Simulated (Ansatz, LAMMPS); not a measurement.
# Structural relaxation of glassy 40SiO2-28Al2O3-16Li2O-16SrO (mol %) (85 atoms)

Aim: bring glassy 40SiO2-28Al2O3-16Li2O-16SrO (mol %) (85 atoms) to a nearby minimum of the energy and see what moves.

Program: Ansatz 0.2.0. Level of theory: Kohn-Sham DFT, PBE, PAW (set soft_2), plane waves. Results are calculated unless marked as measured.

This is a report of a sequence of runs, with most program output left out.

## Step 1: The structure

The cell holds 85 atoms: 10 Si, 14 Al, 8 Li, 4 Sr and 49 O. Its edges and angles: a = 10.327 Å, b = 10.327 Å, c = 10.327 Å, α = 90.0°, β = 90.0°, γ = 90.0°. 85 atoms (10 Si, 14 Al, 8 Li, 4 Sr, 49 O) placed at random at 2.79 g/cm³, melted at 4000 K for 10 ps at fixed volume with the Morse and Coulomb pair potential with partial charges (Pedone, Malavasi, Menziani, Cormack and Segre, J. Phys. Chem. B 110, 11780 (2006)). Quenched from 4000 K to 300 K at 6 K/ps and fixed volume, held 5 ps, then minimised at fixed cell.

Limits known from the start: The quench rate of 6 K/ps is many orders above laboratory rates, so the cell is likely richer in defects and strain than a real sample. The network of bonds at the start is that of the classical potential that made the cell. The Brillouin zone is sampled at Γ only, in a cell whose shortest periodic width is 10 Å.

## Step 2: Making the structure

A classical potential supplies the starting structure, since it reaches far longer times than DFT.

This step: classical MD, Morse and Coulomb pair potential with partial charges (Pedone, Malavasi, Menziani, Cormack and Segre, J. Phys. Chem. B 110, 11780 (2006)) (LAMMPS 22 Jul 2025 - Update 4).

in.lmp

```
# melt-quench of Si10Al14Li8Sr4O49
units metal
atom_style charge
boundary p p p
region box block 0 10.3272 0 10.3272 0 10.3272
create_box 5 box
mass 1 28.0850   # Si
mass 2 26.9815   # Al
mass 3 6.9400   # Li
mass 4 87.6200   # Sr
mass 5 15.9990   # O
create_atoms 1 random 10 433863 NULL overlap 1.5 maxtry 2000
create_atoms 2 random 14 433870 NULL overlap 1.5 maxtry 2000
create_atoms 3 random 8 433877 NULL overlap 1.5 maxtry 2000
create_atoms 4 random 4 433884 NULL overlap 1.5 maxtry 2000
create_atoms 5 random 49 433891 NULL overlap 1.5 maxtry 2000
pair_style hybrid/overlay pedone 5.5 coul/long 8.0
pair_coeff * * coul/long
pair_coeff 1 5 pedone 0.340554 2.006700 2.100000 1   # Si-O
pair_coeff 2 5 pedone 0.361581 1.900442 2.164818 0.9   # Al-O
pair_coeff 3 5 pedone 0.001114 3.429506 2.681360 1   # Li-O
pair_coeff 4 5 pedone 0.019623 1.886000 3.328330 3   # Sr-O
pair_coeff 5 5 pedone 0.042395 1.379316 3.618701 22   # O-O
set type 1 charge 2.4
set type 2 charge 1.8
set type 3 charge 0.6
set type 4 charge 1.2
set type 5 charge -1.2
kspace_style pppm 1.0e-4
neigh_modify delay 0 every 1 check yes
thermo_style custom step time temp pe press density
thermo_modify norm yes
timestep 0.002
thermo 100
# [... 18 lines left out ...]
thermo 1250
fix md all nvt temp 300 300 0.2
run 2500 post no
unfix md
thermo 100
min_style cg
minimize 0 1e-3 2000 20000
write_dump all custom glass.dump id type xs ys zs modify sort id
```

Command:

```bash
lmp -in in.lmp -log none -nocite
```

The job ended after 2.3 min (1 thread of Arm Neoverse V1, shared host; peak memory 0.069 GiB).

## Step 3: Single point at the start

The forces at the start show how far the geometry lies from a minimum of this functional.

input.yaml

```yaml
crystal:
  lattice:
    - [10.3272, 0.0, 0.0]
    - [0.0, 10.3272, 0.0]
    - [0.0, 0.0, 10.3272]
  atoms:
    - { symbol: Si, position: [0.70736, 0.32857, 0.29268] }
    - { symbol: Si, position: [0.90665, 0.5392, 0.92761] }
    - { symbol: Si, position: [0.26176, 0.30095, 0.81847] }
    - { symbol: Si, position: [0.15031, 0.505, 0.13473] }
    - { symbol: Si, position: [0.26665, 0.71498, 0.96072] }
    - { symbol: Si, position: [0.22297, 0.25417, 0.45618] }
    - { symbol: Si, position: [0.75692, 0.9853, 0.85426] }
    - { symbol: Si, position: [0.83062, 0.67546, 0.43824] }
[... 73 atom lines left out ...]
    - { symbol: O, position: [0.34904, 0.3347, 0.42521] }
    - { symbol: O, position: [0.83384, 0.2569, 0.35357] }
    - { symbol: O, position: [0.95915, 0.59375, 0.79736] }
    - { symbol: O, position: [0.11062, 0.27568, 0.82052] }
kpoints:
  mp_grid: { grid: [1, 1, 1] }
hamiltonian:
  xc: pbe
scf:
  occupations: { method: fermi_dirac, width: 0.025 }
output:
  forces: true
  stress: true
  populations: true
  dos:
    method: { smearing: { sigma: 0.1 } }
    de: 0.1
    projected: { site_lists: { Al: [Al], Li: [Li], O: [O], Si: [Si], Sr: [Sr] } }
  eigenvalues: true
```

Command:

```bash
ansatz run input.yaml --threads 4 --pin off --max-ram 8192MiB --backend cpu --events-out ev --progress --plain --runs-dir out
```

Run time: 18 s. Hardware: 4 threads of Arm Neoverse V1, shared host; peak memory 1.3 GiB; 65 s of CPU time.

Read from the output:

```
free energy                                      : -57612.1490 eV
free energy per atom                             : -677.7900 eV/atom
SCF cycles                                       : 9
pressure                                         : 4.946 GPa
r.m.s. force component                           : 0.7037 eV/Å
longest force                                    : 2.402 eV/Å
Fermi energy                                     : 5.679 eV
gap (highest filled to lowest empty level) : 3.076 eV
spilling of the projection                       : 0.01112
```

The r.m.s. force component of 0.70 eV/Å and the pressure of 4.9 GPa set the starting point.

Neighbours are counted within 2.23 Å (O-Al), 2.08 Å (O-Si), 2.58 Å (O-Li), 3.18 Å (O-Sr).

Length of the force by element and coordination:

```
element  coordination  atoms  mean length of the force (eV/Å)  spread  least   most
     Al           all     14                            0.838   0.251  0.384   1.30
     Li           all      8                            0.475   0.292  0.228   1.13
     Li             3      1                            0.381       0  0.381  0.381
     Li             4      6                            0.532   0.315   0.24   1.13
     Li             6      1                            0.228       0  0.228  0.228
      O           all     49                             1.34   0.467  0.423   2.40
      O             2      9                             1.11   0.389  0.500   1.67
      O             3     26                             1.31   0.484  0.423   2.38
      O             4     14                             1.54   0.397   1.04   2.40
     Si           all     10                            0.961   0.503  0.148   1.55
     Sr           all      4                            0.748   0.265  0.468   1.14
     Sr             5      2                            0.803   0.335  0.468   1.14
     Sr             6      1                            0.842       0  0.842  0.842
     Sr             7      1                            0.545       0  0.545  0.545
```

## Step 4: Relaxation

The atoms are relaxed in the fixed cell, aiming at the force tolerance of the input.

input.yaml, the sections that differ from step 3:

```yaml
output:
  forces: true
relax:
  f_tol: 0.03
  max_steps: 200
# crystal, kpoints, hamiltonian, scf: as in step 3
```

The job ended after 1.7 min (4 threads; peak memory 1.3 GiB).

The steps of the relaxation:

```
step  energy less that of the first step (eV)  largest force component (eV/Å)
   1                                   0.0000                          2.3378
   2                                  -1.8660                          1.1315
   3                                  -2.8694                          0.8651
   4                                  -3.1337                          0.3474
   5                                  -3.2349                          0.3804
   6                                  -3.1683                          0.5467
   7                                  -3.2992                          0.1081
   8                                  -3.3082                          0.1239
   9                                  -3.3205                          0.0706
  10                                  -3.3237                          0.1197
  11                                  -3.3267                          0.0391
  12                                  -3.3255                          0.0497
  13                                  -3.3276                          0.0164
```

Relaxation steps 6, 12 were tried and not accepted.

The atoms that moved most (Å):

```
atom      dx      dy      dz  length
Li25   0.213  -0.342  -0.177   0.440
 O37   0.084  -0.064   0.232   0.255
 O71  -0.228   0.091  -0.037   0.248
 O75  -0.133  -0.122   0.169   0.248
Sr33  -0.141  -0.090   0.161   0.232
 O49  -0.075   0.189  -0.087   0.221
Li28   0.071  -0.110  -0.167   0.212
Li29  -0.100  -0.042   0.175   0.206
```

The relaxation changed the energy by -39.1 meV/atom, and atoms moved by 0.13 Å r.m.s., 0.44 Å at most.

## Step 5: Distances and neighbours after relaxation

Bonds before and after, by the cutoffs listed below:

```
pair  bonds before  bonds after  mean before (Å)  mean after (Å)  spread before (Å)  spread after (Å)
O-Al            56           56            1.751           1.778              0.037             0.034
O-Si            40           40            1.611           1.643              0.029             0.026
O-Sr            23           22            2.727           2.612              0.141             0.122
```

Density 2.79 g/cm³, 12.96 Å³ an atom.

g(r), total and by pair (bins of 0.2 Å):

```
r (Å)  total   O-O  O-Al   O-Si  O-Li  O-Sr  Al-Al
 1.50   0.10  0.00  0.00   0.72  0.00  0.00   0.00
 1.70   3.46  0.00  9.05  12.55  0.35  0.00   0.00
 1.90   0.80  0.00  2.28   0.00  3.34  0.00   0.00
 2.10   0.37  0.00  0.00   0.00  3.42  0.00   0.00
 2.30   0.14  0.00  0.00   0.00  1.24  0.00   0.00
 2.50   0.53  0.68  0.00   0.00  0.36  4.25   0.00
 2.70   1.50  3.46  0.18   0.00  0.30  2.75   0.00
 2.90   1.27  2.30  0.22   0.10  0.78  0.26   1.04
 3.10   1.16  1.38  0.32   0.28  0.70  0.45   2.81
 3.30   0.96  0.91  0.63   0.66  0.51  0.20   3.33
 3.50   0.81  0.65  0.94   0.73  1.80  0.55   0.00
 3.70   1.02  0.77  1.53   1.17  0.73  1.80   0.00
 3.90   1.04  0.57  1.29   1.84  1.40  1.04   1.46
 4.10   1.15  0.48  1.75   2.08  1.25  0.94   1.08
 4.30   1.08  0.61  1.72   1.79  1.03  0.60   0.48
 4.50   1.04  0.79  1.56   1.19  1.47  0.54   0.22
 4.70   0.88  1.12  0.72   0.77  0.76  1.31   1.01
 4.90   0.97  1.35  0.59   0.48  0.84  1.59   1.11
 5.10   0.98  1.42  0.59   0.55  0.68  1.38   1.03
```

Bonds by pair of elements; cutoffs follow the first minimum of g(r), held within bounds set by covalent radii, and pairs that aren't listed don't count as bonded:

```
pair A-B  cutoff (Å)  bonds  mean length (Å)  spread (Å)  shortest (Å)  B about A  A about B
    O-Al        2.23     56             1.78       0.034          1.72       1.14          4
    O-Si        2.08     40             1.64       0.026          1.60      0.816          4
    O-Li        2.27     26             2.00       0.103          1.77      0.531       3.25
    O-Sr        3.05     22             2.61       0.122          2.42      0.449        5.5
```

The cutoff for O-Li falls short of the minimum of g(r), so counts run low and odd coordinations can be artefacts.

How many atoms have how many bonded neighbours:

```
element  mean   2   3   4  5  7
     Al     4   0   0  14  0  0
     Li  3.25   0   6   2  0  0
      O  2.94  11  30   8  0  0
     Si     4   0   0  10  0  0
     Sr   5.5   0   0   0  3  1
```

Bond angles, per cent of each kind in bins of 5°:

```
angle (°)  O-Al-O  O-Si-O  O-Sr-O  O-Li-O  Al-O-Li
    55–60     0.0     0.0     7.8     0.0      0.0
    60–65     0.0     0.0     7.8     0.0      0.0
    65–70     0.0     0.0     2.0     0.0      0.0
    70–75     0.0     0.0     0.0     0.0      0.0
    75–80     0.0     0.0    19.6     3.3      0.0
    80–85     0.0     0.0     0.0     3.3      0.0
    85–90     0.0     0.0     5.9     3.3     13.3
    90–95     4.8     0.0     7.8     0.0      0.0
   95–100     9.5     6.7     5.9    16.7     30.0
  100–105    17.9    11.7     2.0    10.0     10.0
  105–110    21.4    41.7     5.9    10.0     13.3
  110–115    23.8    23.3     3.9    13.3     13.3
  115–120    11.9    13.3     5.9    16.7     10.0
  120–125     8.3     1.7     5.9     3.3      3.3
  125–130     1.2     1.7     2.0     3.3      3.3
  130–135     0.0     0.0     0.0    10.0      0.0
  135–140     0.0     0.0     0.0     3.3      0.0
  140–145     1.2     0.0     3.9     0.0      0.0
  145–150     0.0     0.0     3.9     0.0      0.0
  150–155     0.0     0.0     5.9     0.0      0.0
  155–160     0.0     0.0     2.0     3.3      3.3
  160–165     0.0     0.0     0.0     0.0      0.0
  165–170     0.0     0.0     2.0     0.0      0.0
```

Bond angles (no mean is given where the spread exceeds 20°):

```
  angle  count  mean (°)  spread (°)
 O-Al-O     84       109         8.9
 O-Si-O     60       110         5.8
 O-Sr-O     51         -           -
 O-Li-O     30       112        16.8
Al-O-Li     30       106        13.9
```

Oxygen atoms by the number of network formers (Si, P, Ge, B, Al, As, Ga) bound to them:

```
network formers bound to O  O atoms  per cent
                         0        0         0
                         1        4       8.2
                         2       43      87.8
                         3        2       4.1
```

Network units: each former by its oxygen neighbours and how many of them bridge to another former:

```
former  O neighbours  bridging O  atoms
    Si             4           3      3
    Si             4           4      7
    Al             4           3      1
    Al             4           4     13
```

Bond length by coordination (bonds to H left out):

```
element  coordination  atoms  mean bond length (Å)
     Li             3      6                  1.99
     Li             4      2                  2.02
      O             2     11                  1.68
      O             3     30                  1.89
      O             4      8                  2.10
     Sr             5      3                  2.59
     Sr             7      1                  2.66
```

Rings of the network by King's shortest-path rule, up to 12 atoms, one path for each pair of neighbours; H, halogens, alkali and alkaline-earth atoms are left out, and the last column divides by all other atoms, bonded or not:

```
ring size (atoms)  rings  per network atom
                6      1             0.014
                8      5             0.068
               10     10             0.137
               12     15             0.205
```

First main peaks of g(r), for some of the pairs, lie near 2.7 Å (O-O), 1.8 Å (O-Al), 1.6 Å (O-Si), 2.0 Å (O-Li), 2.6 Å (O-Sr) and 3.2 Å (Al-Al). The O-Al-O angle averages 109° with a spread of 9°. 88 % of the oxygens bridge two formers (Si and Al) and 8 % are non-bridging; 4 % join three. The commonest Al unit has 4 oxygens, 4 of them shared with other formers (13 of 14 atoms). Rings of 12 atoms are the most common (48 % of those counted); sizes run from 6 to 12, where the search stops.

(Part 1 of 2 ends here.)

[Logs are printed without paths, hosts, clocks, repeated set-up lines and the standing remarks that a program may print on its own settings, such as how far it seeks lower states.]

[Hosts, paths, dates, database ids (printed as entryN), source tags and the programs' standing remarks are cut or masked in the printed files.]
